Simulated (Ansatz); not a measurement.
# Work function of Ta(110): what the settings cost and change

Aim: the numerical settings behind the work function of Ta(110), with the cost of each.

Main program and level: Ansatz 0.2.0; plane-wave DFT, PBE, Ansatz PAW.

The experiments to compare with:

“Anisotropic work function of elemental crystals” (2019, arxiv:1902.07811) quotes from earlier work for Ta (clean (110) face, a compiled value): work function (clean (110) face, a compiled value) 4.74 eV.

### Step 1. Starting point

The cell holds 7 atoms: 7 Ta. Its edges and angles: a = 2.867 Å, b = 2.867 Å, c = 32.043 Å, α = 90.0°, β = 90.0°, γ = 70.5°. Vacuum lies along c.

### Step 2. Slab, setting cutoff 200 eV

A work function rests on the faint tail of the density, so the SCF threshold is tight. The cutoff is raised first; then mesh and smearing are varied at the default cutoff.

input.yaml

```yaml
crystal:
  lattice:
    - [2.3405234457, -1.655, 0.0]
    - [2.3405234457, 1.655, 0.0]
    - [0.0, 0.0, 32.0431406744]
  atoms:
    - { symbol: Ta, position: [0.0, 0.0, 0.2808713444] }
    - { symbol: Ta, position: [0.5, 0.5, 0.3539142296] }
    - { symbol: Ta, position: [0.0, 0.0, 0.4269571148] }
    - { symbol: Ta, position: [0.5, 0.5, 0.5] }
    - { symbol: Ta, position: [0.0, 0.0, 0.5730428852] }
    - { symbol: Ta, position: [0.5, 0.5, 0.6460857704] }
    - { symbol: Ta, position: [0.0, 0.0, 0.7191286556] }
kpoints:
  mp_grid: { grid: [15, 15, 1] }
hamiltonian:
  xc: pbe
scf:
  occupations: { method: fermi_dirac, width: 0.1 }
  convergence: { dr2_threshold: 1.0e-09 }
efield:
  axis: 3
  dipole_correction: true
  ramp_position: 0.97
  ramp_width: 0.06
basis:
  ecutwfc: "200 eV"
output:
  write_potential: true
  write_density: true
  volumetric_format: npy
  elf: true
```

Launch:

```
$ ansatz run input.yaml --threads 2 --pin off --max-ram 3072MiB --backend cpu --events-out ev --progress --plain --runs-dir out
```

Numbers of over 12 decimals in the logs are rounded to 6 here.

The program printed:

```text
Warning: basis.ecutwfc = 200 eV is below the records' recommended 420 eV, and the density's cutoff is lower with it unless basis.ecutrho_ratio is high enough to keep the records' density cutoff: compare with a run at a higher cutoff
Engine: ansatz 0.2.0, aarch64-unknown-linux-gnu
Pseudopotentials: kind: paw
Pseudopotential: Ta, paw, valence charge 13, recommended cutoff 420 eV (normal), Ta.paw.azcp
Functional definition: PBE
  parameter kappa = 0.804
  parameter beta = 0.066725
  exchange = pbe_x(kappa = kappa, mu = beta*pi^2/3)
  correlation = pbe_c(beta = beta)
Crystal: 7 atoms, lattice volume = 248.242 Å³
Basis set: ecut = 200 eV, 1639 PW (Γ)
Bands: 55, of which v1, the nominal top of the filled ones, is band 46 counted from 1 (45 counted from 0)
Symmetry: 4 space group operations
k-points: 64 of 225
Non-local potential: Ta, projectors of the file, l = 0: 3, l = 1: 2, l = 2: 2, l = 3: 1
PAW form: soft (Blöchl's): semilocal exchange-correlation on the pseudo side does not see the compensation charge
PAW one-centre angular grid: Ta, 590 points (default); XC on 64 Gauss nodes
Initial density: superposition of atomic densities (neutral atoms: chi_scale 0, normalization atom), corrected by the library's trained network
Initial wavefunctions: pseudopotential atomic-orbital guess
Functional: x = pbe(κ = 0.804, μ = 0.219515), c = pbe(β = 0.066725)
SCF iter   1: F=—  HF=-69515.077752 eV  |F-HF|=—  |Δ(HF+E_count)|=         —  Δρ=2.46e-2  dr2=1.61e1  ethr=1.77e-3  p=0.000 e·Å  D=1.49e-13 V/Å  ΔV_dip=-0.00 eV  dr2_dipole=7.78e-7  V_vac-E_F(+/−)=5.04/5.04 eV  ⟨swp⟩=7.0  Hψ=14766  notcnv=0
efield: sawtooth ramp at fractional position 0.9700 (set: `efield.ramp_position`, or a place that a band, a saddle search or an elastic batch's reference lends), width 0.0600; the density the first Hamiltonian is built on has a dipole p = 0.000 e·Å; the dipole correction subtracts the counter field D = 1.49e-13 V/Å, which shifts the + side's vacuum level by -0.00 eV against the − side's; the planar-averaged density in the ramp window peaks in size at 3.6e-5 e/Å³
preconditioner: auto → LDOS  [metal: Δε(μ)=0.014 eV  Ē_g=4.017 eV  σ=0.100 eV  W_gap=0.03  n_scr=22 (ndim 8)  ℏωp=13.9 eV  f_vac=0.434  D(μ)=8.86/eV (n_scr^D=68)  β→1.0]
SCF iter   2: F=—  HF=-69514.680712 eV  |F-HF|=—  |Δ(HF+E_count)|=   3.97e-1  Δρ=5.70e-3  dr2=7.31e-2  ethr=1.77e-3  p=0.000 e·Å  D=6.72e-6 V/Å  ΔV_dip=-0.00 eV  dr2_dipole=1.24e-7  V_vac-E_F(+/−)=4.88/4.88 eV  ⟨swp⟩=3.2  Hψ=7537  notcnv=0  defer=11
SCF iter   3: F=—  HF=-69514.651335 eV  |F-HF|=—  |Δ(HF+E_count)|=   2.94e-2  Δρ=1.48e-3  dr2=1.25e-2  ethr=8.03e-5  p=0.000 e·Å  D=1.47e-6 V/Å  ΔV_dip=-0.00 eV  dr2_dipole=7.37e-9  V_vac-E_F(+/−)=4.83/4.83 eV  ⟨swp⟩=2.8  Hψ=7310  notcnv=0  defer=11
SCF iter   4: F=—  HF=-69514.648964 eV  |F-HF|=—  |Δ(HF+E_count)|=   2.37e-3  Δρ=4.06e-4  dr2=9.71e-4  ethr=1.37e-5  p=0.000 e·Å  D=1.15e-6 V/Å  ΔV_dip=-0.00 eV  dr2_dipole=1.52e-10  V_vac-E_F(+/−)=4.84/4.84 eV  ⟨swp⟩=3.0  Hψ=6776  notcnv=0  defer=11
SCF iter   5: F=—  HF=-69514.648818 eV  |F-HF|=—  |Δ(HF+E_count)|=   1.47e-4  Δρ=7.44e-5  dr2=5.46e-5  ethr=1.07e-6  p=0.000 e·Å  D=6.92e-7 V/Å  ΔV_dip=-0.00 eV  dr2_dipole=4.31e-11  V_vac-E_F(+/−)=4.84/4.84 eV  ⟨swp⟩=2.9  Hψ=6906  notcnv=0  defer=11
SCF iter   6: F=—  HF=-69514.648821 eV  |F-HF|=—  |Δ(HF+E_count)|=   3.51e-6  Δρ=1.63e-5  dr2=1.70e-6  ethr=6.01e-8  p=0.000 e·Å  D=2.50e-7 V/Å  ΔV_dip=-0.00 eV  dr2_dipole=3.92e-14  V_vac-E_F(+/−)=4.84/4.84 eV  ⟨swp⟩=2.0  Hψ=4691  notcnv=0  defer=11
SCF iter   7: F=—  HF=-69514.648822 eV  |F-HF|=—  |Δ(HF+E_count)|=   8.30e-7  Δρ=4.59e-6  dr2=1.47e-7  ethr=1.86e-9  p=0.000 e·Å  D=6.23e-8 V/Å  ΔV_dip=-0.00 eV  dr2_dipole=1.31e-12  V_vac-E_F(+/−)=4.83/4.84 eV  ⟨swp⟩=2.6  Hψ=6624  notcnv=0  defer=11
SCF iter   8: F=—  HF=-69514.648822 eV  |F-HF|=—  |Δ(HF+E_count)|=   1.20e-7  Δρ=1.28e-6  dr2=9.26e-9  ethr=1.62e-10  p=0.000 e·Å  D=6.69e-9 V/Å  ΔV_dip=-0.00 eV  dr2_dipole=1.05e-13  V_vac-E_F(+/−)=4.83/4.84 eV  ⟨swp⟩=2.2  Hψ=5152  notcnv=0  defer=11
SCF iter   9: F=-69514.648822 eV  HF=-69514.648822 eV  |F-HF|=2.91e-10  |Δ(HF+E_count)|=   8.95e-9  Δρ=3.43e-7  dr2=7.32e-10  ethr=1.10e-12  p=-0.000 e·Å  D=-5.63e-9 V/Å  ΔV_dip=0.00 eV  dr2_dipole=2.71e-14  V_vac-E_F(+/−)=4.83/4.84 eV  ⟨swp⟩=7.9  Hψ=10353  notcnv=0
WARN: efield: at this solve's end the planar-averaged density reaches 3.31e-5 e/Å³ inside the ramp window [0.9388, 0.0612] (bound 1e-5 e/Å³); by the running means of the window's planes the mean density over a ramp is at most 1.63e-5 e/Å³, which is held to the bound (the quickstart, § The vacuum guard, A window that rings); the window's nearer edge stands 7.04 Å from this solve's nearest atom along the axis. Its work [...]
SCF 1 converged in 9 iterations: F = -69514.648822 eV  dr2 = 7.32e-10
  greatest PAW one-centre occupation: 1.012 electrons in one spin orbital (limit 2), on the Ta atom at site 5 (counted from 0), in its partial waves of l = 1
WARN: The output density's exchange-correlation potential varies sharply where the density is thin. Do not read a vacuum level from v_tot or v_xc, or from such a field of the output density. On a cell that repeats whose density bears no net charge and no dipole along the vacuum's axis use v_es (v_loc + v_h of the components); under efield.dipole_correction with no amplitude use v_es + v_field, which holds any externa [...]
SCF converged after 9 iterations
Free energy (F): -69514.648822 eV
Harris-Foulkes:  -69514.648822 eV  (|F-HF|=2.91e-10)
Internal energy: -69514.340368 eV  (E = F + TS)
E sigma→0 (E₀):  -69514.494595 eV
Entropy (-TS):   -0.308454 eV (-44.065 meV/atom)
Fermi energy:    7.295668 eV
Dipole field:    D = 0.000000 V/Å  (p = 0.000000 e·Å, saw-weighted, corrected)
Work function:   Φ+ = 4.8344 eV   Φ− = 4.8351 eV
Levels:          The Fermi level and band energies are counted from a zero that moves with the ramp; work functions are not
Vacuum region:   at the solve's end the planar-averaged density reaches 3.31e-5 e/Å³ inside the ramp window [0.9388, 0.0612] (bound 1e-5 e/Å³); by the running means of the window's planes the mean density over a ramp is at most 1.63e-5 e/Å³, which is held to the bound (the quickstart, § The vacuum guard, A window that rings)
--- Per-component energies (eV) ---
  E_band       = -1784.770170
  E_kinetic    = 2532.118577
  E_local      = -128779.909978  (includes V_loc(G=0)·N_el)
  E_nonlocal   = 104.396196
  E_hartree    = 63281.520514
  E_xc         = -1516.898038
  E_vxc        = -1414.356643  (∫ρ·V_xc dr)
  E_paw        = -58774.957961  (= ΣΔE_a)
  E_vpaw       = -790.088306  (= ΣTr[D̂ρ^β])
  E_aug_tail   = 0.025972  (compensation charges beyond the density's cutoff)
  E_efield     = 0.000000  (sawtooth field / dipole correction)
  E_vefield    = 0.000000  (∫n·V_field dr)
  E_ewald      = 53639.364350
  E_smearing   = -0.308454  (= −TS)
  E_closure    = 0.000000  (closes the sum)
  Σ components = -69514.648822   (vs F -69514.648822, Δ=0.00e0)
--- Band table (eV; the first three rows and the last of 64) ---
  k-point 0: bands = [... 42 lower, 7.3926, 7.4218, 7.4283, 7.7291, 7.7541, 7.8810, 8.0681, 8.0801, ... 5 higher]
  k-point 1: bands = [... 42 lower, 7.2859, 7.3091, 7.4497, 7.6451, 7.7296, 7.8938, 7.9528, 8.1445, ... 5 higher]
  k-point 2: bands = [... 42 lower, 6.9861, 7.1472, 7.2731, 7.5040, 7.5294, 7.5855, 7.9140, 8.2736, ... 5 higher]
  k-point 63: bands = [... 42 lower, 7.0371, 7.7712, 7.9971, 8.8358, 9.2219, 9.3638, 9.4896, 9.9002, ... 5 higher]
```

Elapsed: 55 s, on 2 threads of Arm Neoverse N1, shared host; peak memory 0.52 GiB.

In the SCF lines HF is the Harris–Foulkes energy and dr2 the Hartree energy of the density residual, in eV; the loop may stop once dr2 is under the threshold and the program's other checks hold. Hψ counts applications of the Hamiltonian.

This step gave:

```yaml
energy_at_zero_smearing: -69514.4946 eV
work_function_upper_face: 4.834 eV
```

Running mean over 2.341 Å of the planar mean; the ramp of the sawtooth is left out. Table of electron's electrostatic potential energy less the Fermi level by z:

```
z (Å)  electron's electrostatic potential energy less the Fermi level (eV)
  3.5                                                                 4.82
  4.0                                                                 4.82
  4.5                                                                 4.81
  5.0                                                                 4.79
  5.5                                                                 4.74
  6.0                                                                 4.60
  6.5                                                                 4.17
  7.0                                                                 2.92
  7.5                                                               -0.276
  8.0                                                                -5.23
  8.5                                                                -8.94
  9.0                                                                -10.2
  9.5                                                                -10.2
 10.0                                                                -10.1
 10.5                                                                -10.1
 11.0                                                                -10.1
 11.5                                                                -10.1
 12.0                                                                -10.1
 12.5                                                                -10.1
 13.0                                                                -10.0
 13.5                                                                -10.0
 14.0                                                                -10.0
 14.5                                                                -10.0
 15.0                                                                -10.0
 15.5                                                                -10.0
 16.0                                                                -10.0
 16.5                                                                -10.0
 17.0                                                                -10.0
 17.5                                                                -10.0
 18.0                                                                -10.0
 18.5                                                                -10.0
 19.0                                                                -10.0
 19.5                                                                -10.1
 20.0                                                                -10.1
 20.5                                                                -10.1
 21.0                                                                -10.1
 21.5                                                                -10.1
 22.0                                                                -10.1
 22.5                                                                -10.2
 23.0                                                                -10.2
 23.5                                                                -9.17
 24.0                                                                -5.64
 24.5                                                               -0.686
 25.0                                                                 2.76
 25.5                                                                 4.11
 26.0                                                                 4.58
 26.5                                                                 4.73
 27.0                                                                 4.79
 27.5                                                                 4.81
 28.0                                                                 4.82
 28.5                                                                 4.82
```

Electrostatic potential energy in the ca plane at fractional y = 0.000, with atoms of Ta within 0.2 Å of it. With pseudopotentials it is smooth inside the atoms' cores, unlike the true potential.

Ten even steps from '0' (-62 eV) to '9' (12 eV), each cell a mean:
```
98730036899999862003799999985200479999999999
99853358999999975346899999997534689999999999
99987789999999988778999999998777899999999999
99998899999899999889999989999988999999999999
99988889999899998888999989999888899999999999
99875578999999986557899999998655789999999999
99741147999999874114799999986312579999999999
98620026899999861002799999985100379999999999
```
Columns run along c (16.0 Å, from fractional 0.38 to 0.88 of the cell; values clipped at the 3rd and 97th percentile), rows up along a (2.9 Å). Atoms in or near the plane, at fractional coordinates: Ta at (0.43, 0.00), Ta at (0.57, 0.00), Ta at (0.72, 0.00).

ELF in the ca plane at fractional y = 0.000, with atoms of Ta within 0.2 Å of it. It is the smooth field of the valence electrons, not physical close to the nuclei.

Ten even steps from '0' (0.00) to '9' (0.70), each cell a mean:
```
64496694466566359569446556746957941100000000
65369963565456437996256545643799622110000000
66434434665456643443466545663354333320000000
66654456665456664445666545665544544420000000
66533335665456653334566545665444344320000000
65347743565456534774366545653577422210000000
64399993465556449898346556745989831110000000
64593395466566369249446556747815941100000000
```
Columns run along c (16.0 Å, from fractional 0.38 to 0.88 of the cell), rows up along a (2.9 Å). Atoms in or near the plane, at fractional coordinates: Ta at (0.43, 0.00), Ta at (0.57, 0.00), Ta at (0.72, 0.00).

Valence density in the ca plane at fractional y = 0.000, with atoms of Ta within 0.2 Å of it. It is the smooth field of the valence electrons, not physical close to the nuclei.

Ten even steps from '0' (0.0 e/Å³) to '9' (4.1 e/Å³), each cell a mean:
```
00279972000000028996100000003899610000000000
00136631000000013763000000001476200000000000
00011110000000001111000000000121000000000000
00000000000000000000000000000000000000000000
00001100000000000100000000000010000000000000
00023320000000002431000000001243100000000000
00159961000000026995100000002698400000000000
00289982000000039897200000014989710000000000
```
Columns run along c (16.0 Å, from fractional 0.38 to 0.88 of the cell), rows up along a (2.9 Å). Atoms in or near the plane, at fractional coordinates: Ta at (0.43, 0.00), Ta at (0.57, 0.00), Ta at (0.72, 0.00).

The work function is 4.834 eV.

### Step 3. Slab

Edit input.yaml of step 2 so:

```diff
@@ -26,3 +26,3 @@
 basis:
-  ecutwfc: "200 eV"
+  ecutwfc: "300 eV"
 output:
@@ -31,2 +31 @@
   volumetric_format: npy
-  elf: true
```

The program printed:

```text
[...]
Crystal: 7 atoms, lattice volume = 248.242 Å³
Basis set: ecut = 300 eV, 2877 PW (Γ)
Bands: 55, of which v1, the nominal top of the filled ones, is band 46 counted from 1 (45 counted from 0)
Symmetry: 4 space group operations
k-points: 64 of 225
[...]
k-point 0: bands = [... 42 lower, 7.3816, 7.3988, 7.5037, 7.7364, 7.8578, 7.9234, 7.9947, 8.1505, ... 5 higher]
  k-point 1: bands = [... 42 lower, 7.2409, 7.3021, 7.4943, 7.6555, 7.7939, 7.8264, 7.9907, 8.1830, ... 5 higher]
  k-point 2: bands = [... 42 lower, 7.0053, 7.1318, 7.3068, 7.4378, 7.5809, 7.5810, 7.8209, 8.2709, ... 5 higher]
  k-point 63: bands = [... 42 lower, 7.0498, 7.7241, 7.9969, 8.8178, 9.1470, 9.3531, 9.3604, 9.8744, ... 5 higher]
[key lines of the parts left out:]
SCF converged after 9 iterations
Free energy (F): -69523.491553 eV
Fermi energy:    7.274343 eV
Dipole field:    D = -0.000000 V/Å  (p = -0.000000 e·Å, saw-weighted, corrected)
Work function:   Φ+ = 4.7891 eV   Φ− = 4.7891 eV
```

Elapsed: 92 s, on 2 threads; peak memory 0.73 GiB.

The work function is 4.789 eV, -0.045 eV from the run “cutoff 200 eV”, at 1.6 times its CPU time.

### Step 4. Run

Edit input.yaml of step 3 so:

```diff
@@ -26,3 +26,3 @@
 basis:
-  ecutwfc: "300 eV"
+  ecutwfc: "420 eV"
 output:
```

The program printed:

```text
[...]
Crystal: 7 atoms, lattice volume = 248.242 Å³
Basis set: ecut = 420 eV, 4877 PW (Γ)
Bands: 55, of which v1, the nominal top of the filled ones, is band 46 counted from 1 (45 counted from 0)
Symmetry: 4 space group operations
k-points: 64 of 225
[...]
k-point 0: bands = [... 42 lower, 7.3794, 7.3985, 7.5040, 7.7366, 7.8579, 7.9231, 7.9911, 8.1513, ... 5 higher]
  k-point 1: bands = [... 42 lower, 7.2387, 7.3020, 7.4947, 7.6558, 7.7926, 7.8239, 7.9913, 8.1836, ... 5 higher]
  k-point 2: bands = [... 42 lower, 7.0054, 7.1318, 7.3071, 7.4346, 7.5813, 7.5814, 7.8169, 8.2712, ... 5 higher]
  k-point 63: bands = [... 42 lower, 7.0498, 7.7211, 7.9967, 8.8169, 9.1433, 9.3528, 9.3547, 9.8740, ... 5 higher]
[key lines of the parts left out:]
SCF converged after 9 iterations
Free energy (F): -69523.575033 eV
Fermi energy:    7.273171 eV
Dipole field:    D = -0.000000 V/Å  (p = -0.000000 e·Å, saw-weighted, corrected)
Work function:   Φ+ = 4.7887 eV   Φ− = 4.7888 eV
```

Wall time 2.3 min (2 threads); peak memory 1.1 GiB.

The work function is 4.789 eV, -0.046 eV from the run “cutoff 200 eV”, at 2.4 times its CPU time.

### Step 5. Slab

Edit input.yaml of step 4 so:

```diff
@@ -26,3 +26,3 @@
 basis:
-  ecutwfc: "420 eV"
+  ecutwfc: "600 eV"
 output:
```

The program printed:

```text
[...]
Crystal: 7 atoms, lattice volume = 248.242 Å³
Basis set: ecut = 600 eV, 8305 PW (Γ)
Bands: 55, of which v1, the nominal top of the filled ones, is band 46 counted from 1 (45 counted from 0)
Symmetry: 4 space group operations
k-points: 64 of 225
[...]
k-point 0: bands = [... 42 lower, 7.3792, 7.3984, 7.5039, 7.7366, 7.8578, 7.9230, 7.9908, 8.1512, ... 5 higher]
  k-point 1: bands = [... 42 lower, 7.2385, 7.3019, 7.4946, 7.6558, 7.7925, 7.8237, 7.9913, 8.1835, ... 5 higher]
  k-point 2: bands = [... 42 lower, 7.0053, 7.1317, 7.3071, 7.4344, 7.5812, 7.5813, 7.8166, 8.2711, ... 5 higher]
  k-point 63: bands = [... 42 lower, 7.0497, 7.7209, 7.9966, 8.8168, 9.1430, 9.3527, 9.3543, 9.8739, ... 5 higher]
[key lines of the parts left out:]
SCF converged after 9 iterations
Free energy (F): -69523.580423 eV
Fermi energy:    7.273042 eV
Dipole field:    D = -0.000002 V/Å  (p = -0.000002 e·Å, saw-weighted, corrected)
Work function:   Φ+ = 4.7890 eV   Φ− = 4.7889 eV
```

Elapsed: 3.9 min, on 2 threads; peak memory 1.6 GiB; 6.7 min of CPU time.

The work function is 4.789 eV, +0.000 eV from the run “cutoff 420 eV”, at 1.7 times its CPU time.

### Step 6. Slab

Edit input.yaml of step 5 so:

```diff
@@ -14,3 +14,3 @@
 kpoints:
-  mp_grid: { grid: [15, 15, 1] }
+  mp_grid: { grid: [3, 3, 1] }
 hamiltonian:
@@ -25,4 +25,2 @@
   ramp_width: 0.06
-basis:
-  ecutwfc: "600 eV"
 output:
```

The program printed:

```text
[...]
Crystal: 7 atoms, lattice volume = 248.242 Å³
Basis set: ecut = 420 eV, 4877 PW (Γ)
Bands: 55, of which v1, the nominal top of the filled ones, is band 46 counted from 1 (45 counted from 0)
Symmetry: 4 space group operations
k-points: 4 of 9
[...]
k-point 0: bands = [... 42 lower, 7.3466, 7.3568, 7.4327, 7.6833, 7.8001, 7.8819, 7.9637, 8.1154, ... 5 higher]
  k-point 1: bands = [... 42 lower, 6.5713, 6.6931, 6.8277, 6.9868, 7.1340, 7.1813, 7.2545, 9.7877, ... 5 higher]
  k-point 2: bands = [... 42 lower, 6.8266, 7.5067, 7.5526, 7.5946, 8.6392, 8.9911, 9.0903, 9.4408, ... 5 higher]
  k-point 3: bands = [... 42 lower, 6.2431, 6.4377, 6.6949, 6.9437, 7.7428, 7.8382, 7.8407, 8.8460, ... 5 higher]
[key lines of the parts left out:]
SCF converged after 10 iterations
Free energy (F): -69524.138925 eV
Fermi energy:    7.188701 eV
Dipole field:    D = -0.000001 V/Å  (p = -0.000001 e·Å, saw-weighted, corrected)
Work function:   Φ+ = 4.9168 eV   Φ− = 4.9168 eV
```

The job ended after 13 s (2 threads; peak memory 0.43 GiB; 15 s of CPU time).

The work function is 4.917 eV, +0.128 eV from the run “cutoff 420 eV”, at 0.062 times its CPU time.

(Part 1 of 2 ends here.)

[Logs are printed without paths, hosts, clocks, repeated set-up lines and the standing remarks that a program may print on its own settings, such as how far it seeks lower states.]

[Hosts, paths, dates, database ids (printed as entryN), source tags and the programs' standing remarks are cut or masked in the printed files.]

[Maps of the electrostatic potential energy from Ansatz leave out the sawtooth potential of an applied field or a dipole correction, so their vacuum need not be flat; planar profiles and work functions include it.]
